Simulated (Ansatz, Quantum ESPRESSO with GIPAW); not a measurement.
# C_Q, η_Q and the second-order shift of 87Rb in RbBC4N4

A plane-wave PAW calculation (PBE, Ansatz) gives this electric field gradient, in 10²¹ V/m² and Cartesian axes, at one Rb site of RbBC4N4 (atom 1; RbN8; site symmetry -4):

```
      0.8990        0.0000        0.0000
      0.0000        0.8990        0.0000
      0.0000        0.0000       -1.7980
```

87Rb has spin 3/2, Q = 0.1335 barn and |γ|/2π = 13.9814 MHz/T. The cell is the I4_1/a form of a database entry, atoms relaxed, static and at 0 K. 

**Task.** Find C_Q, η_Q and ν_Q, and the shift and width of the central transition under fast MAS at 11.7 T and 16.4 T.

1. The tensor is symmetric and traceless. Its eigenvalues, ordered by size, are V_xx = 0.8990, V_yy = 0.8990 and V_zz = -1.7980.

2. η_Q = (V_xx − V_yy)/V_zz = 0.000.

3. C_Q = eQV_zz/h. One unit of 10²¹ V/m² with one barn gives 24.18 MHz, so C_Q = 24.18 × 0.1335 × −1.7980 = -5.804 MHz. A spectrum shows its size, not its sign.

4. ν_Q = 3C_Q/[2I(2I−1)] = 2.902 MHz in size, and P_Q = |C_Q|√(1 + η²/3) = 5.804 MHz.

5. The resonances lie at ν0 = 163.58 and 229.30 MHz, so ν_Q/ν0 is 0.018 at most and second order holds. The centre of gravity moves by δ_Q = −(3/40)(P_Q/ν0)² F × 10⁶ ppm, with F = [I(I+1) − 3/4]/[I²(2I−1)²] = 0.3333: -31.5 ppm at 11.7 T and -16.0 ppm at 16.4 T.

6. Summing the second-order term over orientations gives a full width of 67.4 ppm (11 kHz) and 34.3 ppm (7.9 kHz). In ppm both fall as 1/B²: (11.7/16.4)² = 0.509. The spinning rate must pass the static width for this shape to show cleanly.

[Banner, clock, file and message-heading lines were taken out of the pw.x and gipaw.x logs.]

[Logs are printed without paths, hosts, clocks, repeated set-up lines and the standing remarks that a program may print on its own settings, such as how far it seeks lower states.]

[Hosts, paths, dates, database ids (printed as entryN), source tags and the programs' standing remarks are cut or masked in the printed files.]
